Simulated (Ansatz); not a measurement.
**GePd (Pnma): phonon-mediated transition temperature**

Aim: the phonon-mediated transition temperature of GePd (Pnma) at ambient pressure, over a range of μ*. The cell shown first is a relaxed one, from steps not shown here.

Method: DFT LDA, scalar-relativistic, plane waves, PAW; PAW set soft_1, in Ansatz 0.2.0.

## Step 1: The cell after earlier relaxation steps

It takes space group Pnma (No. 62, orthorhombic). The conventional cell has a = 5.689 Å, b = 3.530 Å, c = 6.151 Å, α = 90.00°, β = 90.00°, γ = 90.00°. Nearest to Ge lie 6 Pd at 2.46 to 2.61 Å. Nearest to Pd lie 6 Ge at 2.46 to 2.61 Å. Farther neighbours are not listed.

Coordinates:

```cif
data_structure
_symmetry_space_group_name_H-M 'Pnma'
_symmetry_Int_Tables_number 62
_cell_length_a 5.6892
_cell_length_b 3.5298
_cell_length_c 6.1509
_cell_angle_alpha 90.000
_cell_angle_beta 90.000
_cell_angle_gamma 90.000
_cell_volume 123.52
loop_
_atom_site_label
_atom_site_type_symbol
_atom_site_symmetry_multiplicity
_atom_site_Wyckoff_symbol
_atom_site_fract_x
_atom_site_fract_y
_atom_site_fract_z
_atom_site_occupancy
Ge1 Ge 4 c 0.81456 0.75000 0.58028 1
Pd1 Pd 4 c 0.99477 0.75000 0.18944 1
```

## Step 2: Electron–phonon run: q 2×2×1, k 4×6×4, scattering 8×12×8

The run that gives the couplings also evaluates McMillan's and Allen and Dynes's formulas and, where asked, the Eliashberg equations, over a range of μ*.

The input, input.yaml:

```yaml
crystal:
  lattice:
    - [5.6892133199, 0.0, 0.0]
    - [0.0, 3.5298161034, 0.0]
    - [0.0, 0.0, 6.1509037958]
  atoms:
    - { symbol: Ge, position: [0.8145565329, 0.75, 0.580282029] }
    - { symbol: Ge, position: [0.1854434671, 0.25, 0.419717971] }
    - { symbol: Ge, position: [0.6854434671, 0.25, 0.080282029] }
    - { symbol: Ge, position: [0.3145565329, 0.75, 0.919717971] }
    - { symbol: Pd, position: [0.9947694176, 0.75, 0.189443316] }
    - { symbol: Pd, position: [0.0052305824, 0.25, 0.810556684] }
    - { symbol: Pd, position: [0.5052305824, 0.25, 0.689443316] }
    - { symbol: Pd, position: [0.4947694176, 0.75, 0.310556684] }
kpoints:
  mp_grid: { grid: [4, 6, 4] }
hamiltonian:
  xc: lda
  pseudopotentials: { kind: paw, azcp: { folder: soft_1 }, xc_functional: pbe }
scf:
  occupations: { method: methfessel_paxton, width: 0.2 }
output:
  eigenvalues: true
phonons:
  method: dfpt
  qmesh: [2, 2, 1]
  temperatures: { t_max: 1000, t_step: 50 }
  qpath:
    path:
      - [[0.0, 0.0, 0.0], [0.5, 0.0, 0.0], [0.5, 0.5, 0.0], [0.0, 0.5, 0.0], [0.0, 0.0, 0.0], [0.0, 0.0, 0.5], [0.5, 0.0, 0.5], [0.5, 0.5, 0.5], [0.0, 0.5, 0.5], [0.0, 0.0, 0.5]]
      - [[0.5, 0.0, 0.0], [0.5, 0.0, 0.5]]
      - [[0.0, 0.5, 0.0], [0.0, 0.5, 0.5]]
      - [[0.5, 0.5, 0.0], [0.5, 0.5, 0.5]]
    npoints: 10
  electrical_resistivity:
    mesh: [8, 12, 8]
    temperatures: [20.0, 50.0, 80.0, 100.0, 150.0, 200.0, 273.0, 300.0, 400.0, 500.0, 600.0, 800.0]
  superconductivity: { mesh: [8, 12, 8] }
```

The run is started by

```
$ ansatz run input.yaml --threads 4 --pin off --max-ram 20480MiB --backend cpu --events-out ev --progress --plain --runs-dir out
```

Numbers of over 12 decimals in the logs are rounded to 6 here.

The program printed:

```text
Engine: ansatz 0.2.0, aarch64-unknown-linux-gnu
Pseudopotentials: kind: paw
Pseudopotential: Ge, paw, valence charge 14, recommended cutoff 420 eV (normal), soft_1/Ge.paw.azcp
Pseudopotential: Pd, paw, valence charge 18, recommended cutoff 420 eV (normal), soft_1/Pd.paw.azcp
Functional definition: SPW92
  exchange = slater_x
  correlation = pw_c
Crystal: 8 atoms, lattice volume = 123.522 Å³
Basis set: ecut = 420 eV, 2417 PW (Γ), exchange–correlation on 80×48×96 points (8 copies of the dense FFT grid, shifted against one another)
Bands: 77, of which v1, the nominal top of the filled ones, is band 64 counted from 1 (63 counted from 0)
Symmetry: 8 space group operations
k-points: 36 of 96
Non-local potential: Ge, projectors of the file, l = 0: 2, l = 1: 2, l = 2: 3, l = 3: 1
Non-local potential: Pd, projectors of the file, l = 0: 2, l = 1: 2, l = 2: 2, l = 3: 1
PAW form: soft (Blöchl's): semilocal exchange-correlation on the pseudo side does not see the compensation charge
PAW frozen core: Ge, regenerated for the run's functional, and the local potential with it (the file was generated under x = pbe(κ = 0.804, μ = 0.219515), c = pbe(β = 0.066725))
PAW frozen core: Pd, regenerated for the run's functional, and the local potential with it (the file was generated under x = pbe(κ = 0.804, μ = 0.219515), c = pbe(β = 0.066725))
PAW one-centre angular grid: Ge, 590 points (default); XC on 64 Gauss nodes
PAW one-centre angular grid: Pd, 590 points (default); XC on 64 Gauss nodes
Initial density: superposition of atomic densities (chi_scale 0.1, normalization cell, long waves kept (reshape's long-wave potential 0.00 eV rms))
Initial wavefunctions: pseudopotential atomic-orbital guess
Functional: x = slater, c = lda
SCF iter   1: F=—  HF=-44260.690341 eV  |F-HF|=—  |Δ(HF+E_count)|=         —  Δρ=2.15e-1  dr2=8.07e1  ethr=3.10e-3  ⟨swp⟩=5.1  Hψ=10062  notcnv=0
preconditioner: auto → Kerker (q_TF=auto, 2.745 Å⁻¹)  [metal: Δε(μ)=0.076 eV  Ē_g=17.855 eV  σ=0.200 eV  W_gap=0.31  n_scr=42 (ndim 8)  ℏωp=32.7 eV  f_vac=0.000  D(μ)=2.43/eV (n_scr^D=10)]
SCF iter   2: F=—  HF=-44249.344442 eV  |F-HF|=—  |Δ(HF+E_count)|=    1.13e1  S|Δr|=    0.00e0  Δρ=9.66e-2  dr2=1.85e1  ethr=3.10e-3  ⟨swp⟩=2.4  Hψ=5812  notcnv=0  defer=161
SCF iter   3: F=—  HF=-44245.855106 eV  |F-HF|=—  |Δ(HF+E_count)|=    3.49e0  S|Δr|=    0.00e0  Δρ=2.01e-2  dr2=9.11e-1  ethr=3.10e-3  ⟨swp⟩=2.1  Hψ=4298  notcnv=0  defer=195
SCF iter   4: F=—  HF=-44245.660315 eV  |F-HF|=—  |Δ(HF+E_count)|=   1.95e-1  S|Δr|=    0.00e0  Δρ=5.35e-3  dr2=4.81e-2  ethr=7.11e-4  ⟨swp⟩=2.0  Hψ=4854  notcnv=0  defer=198
SCF iter   5: F=—  HF=-44245.623605 eV  |F-HF|=—  |Δ(HF+E_count)|=   3.67e-2  S|Δr|=    0.00e0  Δρ=2.59e-3  dr2=1.24e-2  ethr=3.76e-5  ⟨swp⟩=2.0  Hψ=3843  notcnv=0  defer=198
SCF iter   6: F=—  HF=-44245.619137 eV  |F-HF|=—  |Δ(HF+E_count)|=   4.47e-3  S|Δr|=    0.00e0  Δρ=7.86e-4  dr2=1.34e-3  ethr=9.71e-6  ⟨swp⟩=2.0  Hψ=4286  notcnv=0  defer=198
SCF iter   7: F=—  HF=-44245.618795 eV  |F-HF|=—  |Δ(HF+E_count)|=   3.42e-4  S|Δr|=    0.00e0  Δρ=1.59e-4  dr2=3.96e-5  ethr=1.05e-6  ⟨swp⟩=2.0  Hψ=3626  notcnv=0  defer=198
SCF iter   8: F=—  HF=-44245.618787 eV  |F-HF|=—  |Δ(HF+E_count)|=   8.24e-6  S|Δr|=    0.00e0  Δρ=4.72e-5  dr2=3.24e-6  ethr=3.09e-8  ⟨swp⟩=2.0  Hψ=3574  notcnv=0  defer=198
SCF iter   9: F=—  HF=-44245.618786 eV  |F-HF|=—  |Δ(HF+E_count)|=   2.62e-7  S|Δr|=    0.00e0  Δρ=8.49e-6  dr2=9.37e-8  ethr=2.53e-9  ⟨swp⟩=2.0  Hψ=3599  notcnv=0  defer=198
SCF iter  10: F=—  HF=-44245.618786 eV  |F-HF|=—  |Δ(HF+E_count)|=   1.95e-8  S|Δr|=    0.00e0  Δρ=1.65e-6  dr2=3.22e-9  ethr=7.32e-11  ⟨swp⟩=2.0  Hψ=3567  notcnv=0  defer=198
[...]
SCF 1 converged in 13 iterations: F = -44245.618786 eV  dr2 = 2.26e-12
  greatest PAW one-centre occupation: 0.999 electrons in one spin orbital (limit 2), on the Pd atom at site 7 (counted from 0), in its partial waves of l = 0
phonons: the bands overlap, so this run is a metal and interpolates without the dipole-dipole term. If the crystal is really an insulator or semiconductor, its LO-TO splitting is missing
NSCF: frozen V_eff on 36 k-points
WARN: eigensolver did not converge (k=23): 1 band(s) unlocked after 20 sweeps at ethr=2.36e-12 eV (storage-precision floor; scheduled 1.00e-12 eV) (lowest unlocked band 76, counted from 0; max residual 3.41e-6 eV among the unlocked bands, 3.41e-6 eV over every band; other slots of this pass that fall short are told together in one closing line; warning suppressed until the next SCF loop or pass starts)
NSCF: frozen V_eff on 40 k-points
DFPT response loops at q = (0, 0, 0) (fractional): preconditioner auto → Kerker (q_TF=auto, 2.745 Å⁻¹) (partly filled bands, converged f_vac=0.000); β = 1.00, the filter's whole step (`scf.mixing.beta` (0.50) is not read by the response loops under this deck's `scf.mixing.preconditioner`; to damp them name `kerker` or `kerker_dos`, under which they read `scf.mixing.beta`, and type it under 1.00, their step now; both keys bind the ground state too); Broyden in place of MSR1
NSCF: frozen V_eff on 80 k-points
DFPT response loops at q = (0, -0.5, 0) (fractional): mixed as the last ones told, above
NSCF: frozen V_eff on 80 k-points
DFPT response loops at q = (-0.5, 0, 0) (fractional): mixed as the last ones told, above
NSCF: frozen V_eff on 80 k-points
DFPT response loops at q = (-0.5, -0.5, 0) (fractional): mixed as the last ones told, above
[...]
SCF iter   4: F=—  HF=-44245.660315 eV  |F-HF|=—  |Δ(HF+E_count)|=   1.95e-1  S|Δr|=    0.00e0  Δρ=5.35e-3  dr2=4.81e-2  ethr=7.11e-4  ⟨swp⟩=2.0  Hψ=4854  notcnv=0  defer=198
SCF iter   5: F=—  HF=-44245.623605 eV  |F-HF|=—  |Δ(HF+E_count)|=   3.67e-2  S|Δr|=    0.00e0  Δρ=2.59e-3  dr2=1.24e-2  ethr=3.76e-5  ⟨swp⟩=2.0  Hψ=3843  notcnv=0  defer=198
SCF iter   6: F=—  HF=-44245.619137 eV  |F-HF|=—  |Δ(HF+E_count)|=   4.47e-3  S|Δr|=    0.00e0  Δρ=7.86e-4  dr2=1.34e-3  ethr=9.71e-6  ⟨swp⟩=2.0  Hψ=4286  notcnv=0  defer=198
SCF iter   7: F=—  HF=-44245.618795 eV  |F-HF|=—  |Δ(HF+E_count)|=   3.42e-4  S|Δr|=    0.00e0  Δρ=1.59e-4  dr2=3.96e-5  ethr=1.05e-6  ⟨swp⟩=2.0  Hψ=3626  notcnv=0  defer=198
SCF iter   8: F=—  HF=-44245.618787 eV  |F-HF|=—  |Δ(HF+E_count)|=   8.24e-6  S|Δr|=    0.00e0  Δρ=4.72e-5  dr2=3.24e-6  ethr=3.09e-8  ⟨swp⟩=2.0  Hψ=3574  notcnv=0  defer=198
SCF iter   9: F=—  HF=-44245.618786 eV  |F-HF|=—  |Δ(HF+E_count)|=   2.62e-7  S|Δr|=    0.00e0  Δρ=8.49e-6  dr2=9.37e-8  ethr=2.53e-9  ⟨swp⟩=2.0  Hψ=3599  notcnv=0  defer=198
[...]
mean free path at 20 K (of a tensor a third of its trace): 8263 nm by what each carries, 6430 by the Fermi surface alone
  Hall coefficient in a weak field at 20 K (a third of the trace): -1.932e-10 m³/C (as a tensor it moves by 11.7 % between the two finest meshes); by each state's relaxation time: -2.037e-10 m³/C; by a constant relaxation time: -5.636e-11 m³/C
  mean free path at 50 K (of a tensor a third of its trace): 220 nm by what each carries, 184 by the Fermi surface alone
  Hall coefficient in a weak field at 50 K (a third of the trace): -1.440e-10 m³/C (as a tensor it moves by 8.1 % between the two finest meshes); by each state's relaxation time: -1.303e-10 m³/C; by a constant relaxation time: -5.498e-11 m³/C
  mean free path at 80 K (of a tensor a third of its trace): 70.8 nm by what each carries, 64.1 by the Fermi surface alone
  Hall coefficient in a weak field at 80 K (a third of the trace): -1.170e-10 m³/C (as a tensor it moves by 12.2 % between the two finest meshes); by each state's relaxation time: -1.079e-10 m³/C; by a constant relaxation time: -5.517e-11 m³/C
  mean free path at 100 K (of a tensor a third of its trace): 47.3 nm by what each carries, 43.9 by the Fermi surface alone
  Hall coefficient in a weak field at 100 K (a third of the trace): -1.091e-10 m³/C (as a tensor it moves by 13.2 % between the two finest meshes); by each state's relaxation time: -1.022e-10 m³/C; by a constant relaxation time: -5.538e-11 m³/C
  mean free path at 150 K (of a tensor a third of its trace): 26.2 nm by what each carries, 24.8 by the Fermi surface alone
  Hall coefficient in a weak field at 150 K (a third of the trace): -1.018e-10 m³/C (as a tensor it moves by 13.3 % between the two finest meshes); by each state's relaxation time: -9.708e-11 m³/C; by a constant relaxation time: -5.571e-11 m³/C
  mean free path at 200 K (of a tensor a third of its trace): 18.4 nm by what each carries, 17.6 by the Fermi surface alone
  Hall coefficient in a weak field at 200 K (a third of the trace): -9.983e-11 m³/C (as a tensor it moves by 13.0 % between the two finest meshes); by each state's relaxation time: -9.572e-11 m³/C; by a constant relaxation time: -5.581e-11 m³/C
  mean free path at 273 K (of a tensor a third of its trace): 13.0 nm by what each carries, 12.4 by the Fermi surface alone
  Hall coefficient in a weak field at 273 K (a third of the trace): -9.892e-11 m³/C (as a tensor it moves by 12.5 % between the two finest meshes); by each state's relaxation time: -9.508e-11 m³/C; by a constant relaxation time: -5.573e-11 m³/C
  mean free path at 300 K (of a tensor a third of its trace): 11.8 nm by what each carries, 11.2 by the Fermi surface alone
  Hall coefficient in a weak field at 300 K (a third of the trace): -9.875e-11 m³/C (as a tensor it moves by 12.4 % between the two finest meshes); by each state's relaxation time: -9.496e-11 m³/C; by a constant relaxation time: -5.565e-11 m³/C
  mean free path at 400 K (of a tensor a third of its trace): 8.66 nm by what each carries, 8.31 by the Fermi surface alone
  Hall coefficient in a weak field at 400 K (a third of the trace): -9.834e-11 m³/C (as a tensor it moves by 11.9 % between the two finest meshes); by each state's relaxation time: -9.462e-11 m³/C; by a constant relaxation time: -5.521e-11 m³/C
  mean free path at 500 K (of a tensor a third of its trace): 6.86 nm by what each carries, 6.59 by the Fermi surface alone
  Hall coefficient in a weak field at 500 K (a third of the trace): -9.797e-11 m³/C (as a tensor it moves by 11.5 % between the two finest meshes); by each state's relaxation time: -9.428e-11 m³/C; by a constant relaxation time: -5.460e-11 m³/C
  mean free path at 600 K (of a tensor a third of its trace): 5.68 nm by what each carries, 5.47 by the Fermi surface alone
  Hall coefficient in a weak field at 600 K (a third of the trace): -9.750e-11 m³/C (as a tensor it moves by 11.1 % between the two finest meshes); by each state's relaxation time: -9.384e-11 m³/C; by a constant relaxation time: -5.385e-11 m³/C
  mean free path at 800 K (of a tensor a third of its trace): 4.21 nm by what each carries, 4.06 by the Fermi surface alone
  Hall coefficient in a weak field at 800 K (a third of the trace): -9.615e-11 m³/C (as a tensor it moves by 10.8 % between the two finest meshes); by each state's relaxation time: -9.260e-11 m³/C; by a constant relaxation time: -5.191e-11 m³/C
  the resistivity times a path that all electrons share, by the Fermi surface of the deck's mesh alone (a third of the trace): 1.571e-15 Ω·m²
  not converged in the mesh (λ; λ_tr; the resistivity at 20 K by 18.60 %; the resistivity at 50 K by 20.36 %; the resistivity at 80 K by 20.37 %; the resistivity at 100 K by 20.66 %; the resistivity at 150 K by 21.05 %; the resistivity at 200 K by 21.10 %; the resistivity at 273 K by 20.94 %; the resistivity at 300 K by 20.86 %; the resistivity at 400 K by 20.51 %; the resistivity at 500 K by 20.16 %; the resistivity [...]
  vibrations of 4 cells: unjudged by the run; compare a larger repeat
  the changes of the potential over all sites missed a rigid shift's by 0.00 % (the site terms' by 0.02 %)
  between the force constants' wavevectors the phonons are obtained by Fourier interpolation alone: along a vector of fewer than three repeats the shortest translation of the supercell is 6.151 Å, and under 7.500 Å the phonon self-energy is left out by default: enlarge phonons.supercell (under dfpt, phonons.qmesh)
--- Superconductivity: potentials and phonons of a 2×2×1 supercell ---
           mesh         λ    ħω_log (meV)  μ* declared at (meV)
         8×12×8    0.2763          14.272               16.465
          4×6×4    0.2474          14.345               16.487
  λ by the species' shares of the modes' patterns: Ge 0.1109, Pd 0.1655
  with the Fermi level up to 30.9 meV (the hardest mode) off, states and modes as they are: density of states 1.0054 to 1.0287 /eV of one spin and cell, λ 0.2746 to 0.2786
  transition temperature on the deck's mesh (K), isotropic and anisotropic, restricted to the Fermi surface (FSR) and over the full bandwidth (FBW), and the last with the density of states resolved in a narrower window:
        μ*   McMillan   Allen–Dynes      iso. FSR      iso. FBW    aniso. FSR    aniso. FBW  narrow window
      0.08      0.096         0.097    none_found    none_found         0.118         0.118          0.118
      0.10      0.033         0.033    none_found    none_found    none_found    none_found     none_found
      0.12      0.008         0.008    none_found    none_found    none_found    none_found     none_found
      0.13      0.003         0.003    none_found    none_found    none_found    none_found     none_found
      0.14      0.001         0.001    none_found    none_found    none_found    none_found     none_found
      0.16      0.000         0.000    none_found    none_found    none_found    none_found     none_found
      0.20      0.000         0.000    none_found    none_found    none_found    none_found     none_found
  none_found: no transition down to 0.1 K
  isotope coefficients −∂ln Tc/∂ln M under μ* = 0.13, the force constants as they are, of the isotropic transitions restricted to the Fermi surface and over the full bandwidth: Ge - and -, Pd - and -
  not converged in the mesh (λ): between neighbouring meshes, the two finest first, λ moves by 10.46 % and the anisotropic transition temperature over the full bandwidth at μ* = 0.13 by nothing (neither mesh has one); converged means that the two finest part by at most 2.00 % and 5.00 %
  vibrations of 4 cells: unjudged by the run; compare a larger repeat
  the changes of the potential over all sites missed a rigid shift's by 0.00 % (the site terms' by 0.02 %)
  between the force constants' wavevectors the phonons are obtained by Fourier interpolation alone: along a vector of fewer than three repeats the shortest translation of the supercell is 6.151 Å, and under 7.500 Å the phonon self-energy is left out by default: enlarge phonons.supercell (under dfpt, phonons.qmesh)
[key lines of the parts left out:]
SCF converged after 13 iterations
Free energy (F): -44245.618786 eV
Fermi energy:    16.654837 eV
```

Wall time 12 min (4 threads of Arm Neoverse V2, shared host); peak memory 2.1 GiB.

In the SCF lines HF is the Harris–Foulkes energy and dr2 the Hartree energy of the density residual, in eV; the loop may stop once dr2 is under the threshold and the program's other checks hold. Hψ counts applications of the Hamiltonian.

This step gave:

- volume per atom: 15.44 Å³/atom
- metallic on mesh: yes
- gap on the k-mesh: 0 eV
- zero point energy: 0.2312 eV/cell
- share of imaginary modes in the plain interpolation between solved wavevectors: 0
- highest frequency, solved or plainly interpolated: 249.6 cm⁻¹
- Debye temperature (second moment): 306 K
- resistivity at 300 K: 13.87 μΩ cm, mean of the axes
- coupling constant λ: 0.2763
- density of states at the Fermi level: 1.016 states/eV a spin and cell
- log mean phonon energy ħω_log: 14.27 meV
- transport coupling constant λ_tr: 0.3194, 0.3208, 0.2751 (xx, yy, zz)
- Drude plasma energy: 5.298, 5.356, 4.454 eV (xx, yy, zz)
- resistivity times mean free path: 13.24, 14.18, 19.71 × 10⁻¹⁶ Ω m² (xx, yy, zz)
- second-moment phonon energy ħω₂: 16.46 meV

An empty cell: under 1 mK by a formula, or no transition down to the floor of the Eliashberg search. Transition temperatures:

| μ* | McMillan Tc (K) | Allen–Dynes Tc (K) | anisotropic Fermi-surface Tc (K) | anisotropic full bandwidth Tc (K) | anisotropic narrow window Tc (K) |
| --- | --- | --- | --- | --- | --- |
| 0.08 | 0.0963 | 0.0972 | 0.118 | 0.118 | 0.118 |
| 0.1 | 0.033 | 0.0333 | - | - | - |
| 0.12 | 0.00784 | 0.0079 | - | - | - |
| 0.13 | 0.00311 | 0.00314 | - | - | - |
| 0.14 | 0.00102 | 0.00103 | - | - | - |
| 0.16 | - | - | - | - | - |
| 0.2 | - | - | - | - | - |

[end of part 1 of 2]

[Logs are printed without paths, hosts, clocks, repeated set-up lines and the standing remarks that a program may print on its own settings, such as how far it seeks lower states.]

[Hosts, paths, dates, database ids (printed as entryN), source tags and the programs' standing remarks are cut or masked in the printed files.]
